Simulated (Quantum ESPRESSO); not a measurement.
## Near-edge structure at the Zr L₃ edge of ZrCu (Pm-3m)

What does one-electron theory with a core hole give for the Zr L₃ edge of ZrCu (Pm-3m)?

Main program and level: Quantum ESPRESSO 7.5; X-ray absorption near-edge structure, plane-wave PAW LDA, one-electron final states by a Lanczos continued fraction.

## Step 1: The starting structure

Symmetry: Pm-3m, No. 221, cubic system. Conventional cell: a = 3.253 Å, b = 3.253 Å, c = 3.253 Å, α = 90.00°, β = 90.00°, γ = 90.00°. Nearest to Zr lie 8 Cu at 2.82 Å. Nearest to Cu lie 8 Zr at 2.82 Å. Farther neighbours are not listed.

## Step 2: Ground state of the crystal

The ground state comes first: it tells whether the system has a gap, which decides how the excited electron is treated.

The PAW data sets are made with ld1.x, with reconstruction data.

Contents of scf.in:

```
&control
   calculation='scf', prefix='x', pseudo_dir='../pp', outdir='tmp', tprnfor=.true.
/
&system
   ibrav=0, nat=2, ntyp=2, nbnd=16
   ecutwfc=46, ecutrho=350
   occupations='smearing', smearing='mv', degauss=0.015
/
&electrons
   conv_thr=2.0e-08, electron_maxstep=120
   mixing_beta=0.5
/
ATOMIC_SPECIES
Zr3 1.0 Zr.lda-spn-kjpaw.UPF
Cu 1.0 Cu.lda-dn-kjpaw.UPF
CELL_PARAMETERS angstrom
  3.25266425 0.00000000 0.00000000
  0.00000000 3.25266425 0.00000000
  0.00000000 0.00000000 3.25266425
ATOMIC_POSITIONS crystal
Zr3  0.50000000 0.50000000 0.50000000
Cu   0.00000000 0.00000000 0.00000000
K_POINTS automatic
8 8 8 0 0 0
```

Launch:

```bash
$ OMP_NUM_THREADS=1 mpirun --oversubscribe --bind-to none -np 4 pw.x -nk 4 -in scf.in > scf.out
```

The program printed:

```text
     [... banner and references ...]
using ibrav=0 with symmetry is DISCOURAGED, use correct ibrav instead

     G-vector sticks info
     --------------------

     Using Slab Decomposition

     bravais-lattice index     =            0
     lattice parameter (alat)  =       6.1466  a.u.
     unit-cell volume          =     232.2279 (a.u.)^3
     number of atoms/cell      =            2
     number of atomic types    =            2
     number of electrons       =        23.00
     number of Kohn-Sham states=           16
     kinetic-energy cutoff     =      46.0000  Ry
     charge density cutoff     =     350.0000  Ry
     scf convergence threshold =      2.0E-08
     mixing beta               =       0.5000
     number of iterations used =            8  plain     mixing
     Exchange-correlation= SLA  PZ   NOGX NOGC
                           (   1   1   0   0   0   0   0)

     celldm(1)=   6.146645  celldm(2)=   0.000000  celldm(3)=   0.000000
     celldm(4)=   0.000000  celldm(5)=   0.000000  celldm(6)=   0.000000

     crystal axes: (cart. coord. in units of alat)
               a(1) = (   1.000000   0.000000   0.000000 )
               a(2) = (   0.000000   1.000000   0.000000 )
               a(3) = (   0.000000   0.000000   1.000000 )

     reciprocal axes: (cart. coord. in units 2 pi/alat)
               b(1) = (  1.000000  0.000000  0.000000 )
               b(2) = (  0.000000  1.000000  0.000000 )
               b(3) = (  0.000000  0.000000  1.000000 )

     PseudoPot. #1 for Zr:     Pseudo is Projector augmented-wave + core cor, Zval = 12.0

     PseudoPot. #2 for Cu:     Pseudo is Projector augmented-wave + core cor, Zval = 11.0

     atomic species   valence    mass     pseudopotential
     Zr3              12.00     1.00000     Zr( 1.00)
     Cu               11.00     1.00000     Cu( 1.00)

     48 Sym. Ops., with inversion, found

   Cartesian axes

     site n.     atom                  positions (alat units)
         1        Zr3    tau(   1) = (   0.5000000   0.5000000   0.5000000  )
         2        Cu     tau(   2) = (   0.0000000   0.0000000   0.0000000  )

     number of k points=    35  Marzari-Vanderbilt smearing, width (Ry)=  0.0150
                       cart. coord. in units 2pi/alat
        k(    1) = (   0.0000000   0.0000000   0.0000000), wk =   0.0039062
        k(    2) = (   0.0000000   0.0000000   0.1250000), wk =   0.0234375
        k(    3) = (   0.0000000   0.0000000   0.2500000), wk =   0.0234375
        k(    4) = (   0.0000000   0.0000000   0.3750000), wk =   0.0234375
        k(    5) = (   0.0000000   0.0000000  -0.5000000), wk =   0.0117188
[...]
k(   33) = (   0.3750000   0.3750000  -0.5000000), wk =   0.0468750
        k(   34) = (   0.3750000  -0.5000000  -0.5000000), wk =   0.0234375
        k(   35) = (  -0.5000000  -0.5000000  -0.5000000), wk =   0.0039062

     Dense  grid:    25677 G-vectors     FFT dimensions: (  40,  40,  40)

     Smooth grid:     9795 G-vectors     FFT dimensions: (  27,  27,  27)

     Initial potential from superposition of free atoms

     starting charge      22.9980, renormalised to      23.0000
     Starting wfcs are   22 randomized atomic wfcs
     Checking if some PAW data can be deallocated...

     per-process dynamical memory:    41.8 Mb

     Self-consistent Calculation

     iteration #  1     ecut=    46.00 Ry     beta= 0.50
     Davidson diagonalization with overlap
     ethr =  1.00E-02,  avg # of iterations =  2.0

     Threshold (ethr) on eigenvalues was too large:
     Diagonalizing with lowered threshold

     Davidson diagonalization with overlap
     ethr =  9.10E-04,  avg # of iterations =  1.1

     total energy              =    -507.14704206 Ry
     estimated scf accuracy    <       0.23368560 Ry

     iteration #  2     ecut=    46.00 Ry     beta= 0.50
     Davidson diagonalization with overlap
[...]
iteration #  5     ecut=    46.00 Ry     beta= 0.50
     Davidson diagonalization with overlap
     ethr =  3.14E-05,  avg # of iterations =  1.8

     total energy              =    -507.27211129 Ry
     estimated scf accuracy    <       0.00013178 Ry

     iteration #  6     ecut=    46.00 Ry     beta= 0.50
     Davidson diagonalization with overlap
     ethr =  5.73E-07,  avg # of iterations =  4.3

     total energy              =    -507.27215831 Ry
     estimated scf accuracy    <       0.00003461 Ry

     iteration #  7     ecut=    46.00 Ry     beta= 0.50
     Davidson diagonalization with overlap
     ethr =  1.50E-07,  avg # of iterations =  2.0

     total energy              =    -507.27216483 Ry
     estimated scf accuracy    <       0.00000274 Ry

     iteration #  8     ecut=    46.00 Ry     beta= 0.50
     Davidson diagonalization with overlap
     ethr =  1.19E-08,  avg # of iterations =  2.0

     End of self-consistent calculation

          k = 0.0000 0.0000 0.0000 (  1237 PWs)   bands (ev):

   -35.0455 -12.9080 -12.9080 -12.9080   6.3789   9.4725   9.4725  10.5460
    10.5460  10.5460  13.5392  13.5392  17.6087  17.6087  17.6087  20.5018

          k = 0.0000 0.0000 0.1250 (  1241 PWs)   bands (ev):

   -35.0394 -12.9823 -12.9020 -12.9020   6.6678   9.5566   9.5862  10.5368
    10.5368  10.5657  13.4781  13.5921  16.8519  16.8519  17.5905  19.6249

          k = 0.0000 0.0000 0.2500 (  1221 PWs)   bands (ev):

   -35.0245 -13.1577 -12.8875 -12.8875   7.4745   9.7773   9.8413  10.5188
[...]
k = 0.0000 0.0000 0.3750 (  1218 PWs)   bands (ev):

[...]
k = 0.0000 0.0000-0.5000 (  1222 PWs)   bands (ev):

[...]
k = 0.0000 0.1250 0.1250 (  1235 PWs)   bands (ev):

[...]
k = 0.0000 0.1250-0.5000 (  1224 PWs)   bands (ev):

[...]
k = 0.0000 0.2500-0.5000 (  1234 PWs)   bands (ev):

[...]
k = 0.0000 0.3750-0.5000 (  1220 PWs)   bands (ev):

[...]
k = 0.0000-0.5000-0.5000 (  1228 PWs)   bands (ev):

[...]
k = 0.1250 0.1250-0.5000 (  1214 PWs)   bands (ev):

[...]
k = 0.1250 0.2500-0.5000 (  1220 PWs)   bands (ev):

[...]
k = 0.1250 0.3750-0.5000 (  1220 PWs)   bands (ev):

[...]
k = 0.1250-0.5000-0.5000 (  1232 PWs)   bands (ev):

[...]
k = 0.2500 0.2500 0.3750 (  1227 PWs)   bands (ev):

[...]
k = 0.2500 0.2500-0.5000 (  1218 PWs)   bands (ev):

[...]
k = 0.2500 0.3750 0.3750 (  1215 PWs)   bands (ev):

[...]
k = 0.2500 0.3750-0.5000 (  1220 PWs)   bands (ev):

[...]
k = 0.2500-0.5000-0.5000 (  1208 PWs)   bands (ev):

[...]
k = 0.3750 0.3750 0.3750 (  1223 PWs)   bands (ev):

[...]
k = 0.3750 0.3750-0.5000 (  1214 PWs)   bands (ev):

[...]
k = 0.3750-0.5000-0.5000 (  1228 PWs)   bands (ev):

[...]
11.0016  11.4501  11.5417  11.5417  16.8715  17.4445  18.9825  20.1690

          k =-0.5000-0.5000-0.5000 (  1208 PWs)   bands (ev):

   -34.9245 -13.2641 -13.2641 -13.2641  10.2393  10.2393  10.2393  11.0039
    11.0039  11.2136  11.2136  11.2136  16.1107  19.0047  19.0047  20.7895

     the Fermi energy is    13.6404 ev

!    total energy              =    -507.27216528 Ry
     total all-electron energy =    -10494.663559 Ry
     estimated scf accuracy    <       0.00000001 Ry
     smearing contrib. (-TS)   =      -0.00063552 Ry
     internal energy E=F+TS    =    -507.27152976 Ry

     The total energy is F=E-TS. E is the sum of the following terms:
     one-electron contribution =     -47.67437156 Ry
     hartree contribution      =      46.41343334 Ry
     xc contribution           =     -61.68848265 Ry
     ewald contribution        =    -156.76763334 Ry
     one-center paw contrib.   =    -287.55447555 Ry

     convergence has been achieved in   8 iterations

     Forces acting on atoms (cartesian axes, Ry/au):

     atom    1 type  1   force =     0.00000000    0.00000000    0.00000000
     atom    2 type  2   force =     0.00000000    0.00000000    0.00000000

     Total force =     0.000000     Total SCF correction =     0.000000

     XML data file, charge density, pseudopotentials, collected wavefunctions

=------------------------------------------------------------------------------=
   JOB DONE.
=------------------------------------------------------------------------------=
```

Run time: 5.8 s. Hardware: 4 MPI ranks of Intel Xeon Platinum 8259CL at 2.50GHz (Skylake/Cascade Lake), shared host; peak memory 0.08 GiB; 22 s of CPU time.

Absorbing atoms carry a label of their own (element plus a letter or digit), as the spectrum program needs them as separate species.

The mesh shows no gap, so the system is treated as a metal and the core electron is put at the Fermi level (neutral cell).

## Step 3: Spectrum without a core hole, Zr atom 1

This cheap baseline ignores the attraction of the hole: it shows the absorber's empty states as they are in the ground state.

The absorber has 8 Cu at 2.82 Å and 6 Zr at 3.25 Å (cube and octahedron, as in bcc, site symmetry m-3m).

Contents of xspectra.in:

```
&input_xspectra
   calculation='xanes_dipole', edge='L3'
   prefix='x', outdir='tmp', xiabs=1, xe0=13.6404
   xonly_plot=.false., x_save_file='xanes.sav'
   xniter=3000, xcheck_conv=20, xerror=0.005
   xcoordcrys=.false., xepsilon(1)=1, xepsilon(2)=0, xepsilon(3)=0
/
&plot
   xnepoint=413, xemin=-10, xemax=45, terminator=.true., cut_occ_states=.true.
   xgamma=0.4
/
&pseudos
   filecore='../Zr.wfc'
/
&cut_occ
   cut_desmooth=0.1, cut_stepl=0.05, cut_stepu=0.05, cut_ierror=1e-5
/
7 7 7 0 0 0
```

Launch:

```bash
$ OMP_NUM_THREADS=1 mpirun --oversubscribe --bind-to none -np 4 xspectra.x -nk 4 -in xspectra.in > xspectra.out
```

The program printed:

```text
     [... banner and references ...]
Reading input_file

     calculation: xanes_dipole

     xepsilon  [cartesian coordinates]:   1.000000   0.000000   0.000000

     xonly_plot: FALSE
        => complete calculation: Lanczos + spectrum plot

     filecore (core-wavefunction file): ../Zr.wfc

     main plot parameters:
        cut_occ_states: TRUE
        gamma_mode:  constant
        -> using xgamma [eV]:  0.40
        xemin [eV]: -10.00
        xemax [eV]:  45.00
        xnepoint:  413
        xe0 [eV]:  13.640400 (energy zero read in input file)

[...]
Results of STEP 1 successfully written in x_save_file
     x_save_file name:
     ->  xanes.sav
     x_save_file version:  2

     ... End STEP 1 ...

     ... Begin STEP 2 ...

     The spectrum is calculated using the following parameters:
        xe0 [eV]:   13.6404
        the occupied states are elimintate from the spectrum
        xemin [eV]: -10.00
        xemax [eV]:  45.00
        xnepoint:  413
        constant broadening parameter [eV]:    0.400
        Core level energy [eV]:  -2223.
         (from electron binding energy of neutral atoms in X-ray data booklet)

     Cross-section successfully written in xanes.dat

     ... End STEP 2 ...

                                END JOB XSpectra
```

The job ended after 45 s (4 MPI ranks; peak memory 0.09 GiB; 3 min of CPU time).

The core hole lives too briefly for so narrow a line (tabulated full width 1.6 eV). The run keeps xgamma small, and the tables are broadened afterwards: Lorentzian half width 0.79 eV up to 4 eV, rising linearly to 1.75 eV at 25 eV (not a setting of the program: the run's 0.4 eV curve was folded afterwards with a further Lorentzian).

The Zr L₃ spectrum, Zr atom 1, no core hole (energy from the energy zero of the input (xe0, at the border of filled and empty states); intensity scaled to a mean of 1 over the first 20 eV; folded afterwards to Lorentzian half width 0.79 eV up to 4 eV, rising linearly to 1.75 eV at 25 eV; the points at xe0, where the cut of filled states can leave a spike, are interpolated):

```csv
E (eV),intensity
-2.0,0.21
-1.0,0.39
0.0,0.89
1.0,1.49
2.0,1.86
3.0,2.02
4.0,1.54
5.0,1.32
6.0,1.34
7.0,1.03
8.0,0.94
9.0,0.94
10.0,0.94
11.0,0.94
12.0,0.83
13.0,0.69
14.0,0.59
15.0,0.54
16.0,0.53
17.0,0.53
18.0,0.56
19.0,0.59
20.0,0.61
21.0,0.62
22.0,0.59
23.0,0.54
24.0,0.50
25.0,0.51
26.0,0.51
27.0,0.52
28.0,0.55
29.0,0.55
30.0,0.53
31.0,0.53
32.0,0.57
```

Main maxima below 30 eV (height): 2.8 eV (2.03), 5.6 eV (1.42) and 21.0 eV (0.62). At an L edge the dipole rule selects empty d (and weakly s) states on the absorber, and the strong line at the onset measures the empty part of its d band.

## Step 4: Reference energy of the supercell

The photon energy needs a difference of total energies, so the cell and mesh of the coming hole run are first run without a hole.

Contents of scf.in:

```
&control
   calculation='scf', prefix='x', pseudo_dir='../pp', outdir='tmp', tprnfor=.true.
/
&system
   ibrav=0, nat=8, ntyp=2, nbnd=57
   ecutwfc=46, ecutrho=350
   occupations='smearing', smearing='mv', degauss=0.015
/
&electrons
   conv_thr=8.0e-08, electron_maxstep=120
   mixing_beta=0.5
/
ATOMIC_SPECIES
Zr 1.0 Zr.lda-spn-kjpaw.UPF
Cu 1.0 Cu.lda-dn-kjpaw.UPF
CELL_PARAMETERS angstrom
  3.25266425 3.25266425 3.25266425
  -3.25266425 3.25266425 -3.25266425
  -3.25266425 -3.25266425 3.25266425
ATOMIC_POSITIONS crystal
Zr   0.50000000 0.00000000 0.00000000
Zr   0.50000000 0.50000000 0.50000000
Zr   0.00000000 0.00000000 0.50000000
Zr   0.00000000 0.50000000 0.00000000
Cu   0.00000000 0.00000000 0.00000000
Cu   0.00000000 0.50000000 0.50000000
Cu   0.50000000 0.00000000 0.50000000
Cu   0.50000000 0.50000000 0.00000000
K_POINTS automatic
6 6 6 0 0 0
```

Launch:

```bash
$ OMP_NUM_THREADS=1 mpirun --oversubscribe --bind-to none -np 4 pw.x -nk 4 -in scf.in > scf.out
```

The program printed:

```text
     [... banner and references ...]
[banner, memory and clock lines left out]
Found identity + (  0.0000 -0.5000  0.5000) symmetry
     This is a supercell, fractional translations are disabled
     using ibrav=0 with symmetry is DISCOURAGED, use correct ibrav instead

     G-vector sticks info

     bravais-lattice index     =            0
     lattice parameter (alat)  =      10.6463  a.u.
     unit-cell volume          =     928.9114 (a.u.)^3
[...]
atom    1 type  1   force =    -0.00000000   -0.00000000   -0.00000000
     atom    2 type  1   force =     0.00000000    0.00000000   -0.00000000
     atom    3 type  1   force =     0.00000000   -0.00000000   -0.00000000
[...]
atom    7 type  2   force =     0.00000000   -0.00000000   -0.00000000
     atom    8 type  2   force =     0.00000000   -0.00000000   -0.00000000

     Total force =     0.000000     Total SCF correction =     0.000000

     XML data file, charge density, pseudopotentials, collected wavefunctions
[key lines of the parts left out:]
!    total energy              =   -2029.09062683 Ry
the Fermi energy is    13.6216 ev
convergence has been achieved in  13 iterations
```

The job ended after 48 s (4 MPI ranks; peak memory 0.21 GiB; 3.2 min of CPU time).

Reference energy: -571148.714 eV with the cores included.

## Step 5: The atom with a core hole

The final state has one core electron fewer, so a PAW data set is made for an atom with that hole.

Contents of Zr.lda-spn-kjpaw-2pch.ld1.in:

```
&input
   title='Zr', zed=40., rel=1, iswitch=3, dft='PZ',
   config='1s2 2s2 2p5 3s2 3p6 3d10 4s2 4p6 5s2 5p0 4d3'
/
&inputp
   file_pseudopw='Zr.lda-spn-kjpaw-2pch.UPF', author='',
   lpaw=.true.,
   pseudotype=3,
   lloc=-1,
   rcloc=1.5,
   which_augfun='PSQ',
   rmatch_augfun_nc=.true.,
   nlcc=.true.,
   new_core_ps=.true.,
   rcore=1.2,
   tm=.true.,
   zval=13,
   lgipaw_reconstruction=.true., use_paw_as_gipaw=.true.
/
6
4S  1  0  2.00  0.00  1.08  1.30  0.0
5S  2  0  2.00  0.00  1.08  1.30  0.0
4P  2  1  6.00  0.00  1.08  1.50  0.0
5P  3  1  0.00  0.00  1.08  1.50  0.0
4D  3  2  3.00  0.00  1.08  1.60  0.0
4D  3  2  0.00  0.50  1.08  1.60  0.0
```

Launch:

```bash
$ ld1.x < Zr.lda-spn-kjpaw-2pch.ld1.in > Zr.lda-spn-kjpaw-2pch.ld1.out
```

The program printed:

```text
     [... banner and references ...]
PAW data will be used for GIPAW calculation
     --------------------------- All-electron run ----------------------------

     Zr
     scalar relativistic calculation

     atomic number is 40.00
     dft =PZ   lsd =0 sic =0 latt =0  beta=0.20 tr2=1.0E-14
     Exchange-correlation= PZ
                           (   1   1   0   0   0   0   0)
     mesh =1225 r(mesh) = 100.59681 a.u. xmin = -7.00 dx = 0.01250
     1 Ry =  13.60569312 eV, c = 137.03599908

     n l     nl                  e(Ry)          e(Ha)          e(eV)
     1 0     1S 1( 2.00)     -1318.7371      -659.3685    -17942.3317
     2 0     2S 1( 2.00)      -187.3250       -93.6625     -2548.6868
     2 1     2P 1( 5.00)      -168.6105       -84.3053     -2294.0628
[...]
3 2     3D 1(10.00)       -14.8260        -7.4130      -201.7174
[...]
final scf error:  7.4E-15 reached in  35 iterations

     Etot =   -7024.427080 Ry,   -3512.213540 Ha,  -95572.199213 eV

     Ekin =    7222.468651 Ry,    3611.234325 Ha,   98266.692050 eV
     Encl =  -16883.357248 Ry,   -8441.678624 Ha, -229709.777601 eV
     Eh   =    2848.928133 Ry,    1424.464066 Ha,   38761.641903 eV
     Exc  =    -212.466615 Ry,    -106.233308 Ha,   -2890.755565 eV

     normalization and overlap integrals

     s(1S/1S) =  1.000000  <r> =   0.0371  <r2> =    0.0019  r(max) =   0.0241
     s(1S/2S) = -0.008167
     s(1S/3S) = -0.003294
     s(1S/4S) = -0.001336
[...]
s(2S/2S) =  1.000000  <r> =   0.1615  <r2> =    0.0307  r(max) =   0.1368
[...]
s(2P/2P) =  1.000000  <r> =   0.1403  <r2> =    0.0240  r(max) =   0.1093
     s(2P/3P) = -0.001635
     s(2P/4P) = -0.000582
     s(2P/5P) = -0.000136
[...]
Encl =  -16883.357248 Ry,   -8441.678624 Ha, -229709.777601 eV
     Eh   =    2848.928133 Ry,    1424.464066 Ha,   38761.641903 eV
     Exc  =    -212.466615 Ry,    -106.233308 Ha,   -2890.755565 eV

     normalization and overlap integrals

[...]
s(3S/5S) = -0.000150
[...]
s(3P/5P) = -0.000094
     s(3D/3D) =  1.000000  <r> =   0.4329  <r2> =    0.2258  r(max) =   0.3324
     s(3D/4D) = -0.000215
     s(4S/4S) =  1.000000  <r> =   1.1692  <r2> =    1.5513  r(max) =   1.0368
     s(4S/5S) = -0.000083
     s(4P/4P) =  1.000000  <r> =   1.3042  <r2> =    1.9538  r(max) =   1.1316
     s(4P/5P) = -0.000050
     s(5S/5S) =  1.000000  <r> =   3.5755  <r2> =   14.6241  r(max) =   3.0000
     s(5P/5P) =  1.000000  <r> =   4.9100  <r2> =   28.0666  r(max) =   3.9496
     s(4D/4D) =  1.000000  <r> =   2.0186  <r2> =    5.0540  r(max) =   1.4530

     ------------------------ End of All-electron run ------------------------

     ---------------------- Testing the pseudopotential ----------------------

     Zr
     scalar relativistic calculation

     atomic number is 40.00   valence charge is 13.00
     dft = SLA  PZ   NOGX NOGC   lsd =0 sic =0 latt =0  beta=0.20 tr2=1.0E-14
     mesh =1225 r(mesh) = 100.59681 xmin = -7.00 dx = 0.01250

     n l     nl             e AE (Ry)        e PS (Ry)    De AE-PS (Ry)
[...]
3 1     5P   1( 0.00)       -0.11451       -0.11450       -0.00000
     3 2     4D   1( 3.00)       -0.37182       -0.37180       -0.00002

     eps = 1.0E-15  iter =  6

     Etot =   -7024.427080 Ry,   -3512.213540 Ha,  -95572.199213 eV
     Etotps =  -308.276535 Ry,    -154.138268 Ha,   -4194.315939 eV

     Ekin =     162.510269 Ry,      81.255134 Ha,    2211.064844 eV
     Encl =    -348.895598 Ry,    -174.447799 Ha,   -4746.966434 eV
     Ehrt =      90.575622 Ry,      45.287811 Ha,    1232.344115 eV
     Ecxc =    -212.466828 Ry,    -106.233414 Ha,   -2890.758463 eV
     (Ecc =      -3.484946 Ry,      -1.742473 Ha,     -47.415100 eV)

     ---------------------- End of pseudopotential test ----------------------
```

Run time: 1.2 s. Hardware: 1 MPI rank; peak memory 0.13 GiB.

[end of part 1 of 3]

[Banner, clock and machine lines of the logs are left out without a mark of their own.]

[Logs are printed without paths, hosts, clocks, repeated set-up lines and the standing remarks that a program may print on its own settings, such as how far it seeks lower states.]

[Hosts, paths, dates, database ids (printed as entryN), source tags and the programs' standing remarks are cut or masked in the printed files.]

[Lists of maxima count a maximum above −3 eV only where it reaches 4 % of the highest in the window and stands out from its surroundings by 2 % of it (1.5 % where it reaches 55 %); shoulders and weaker maxima are passed over, and of the rest the first, up to two pre-edge ones and the few strongest are named.]
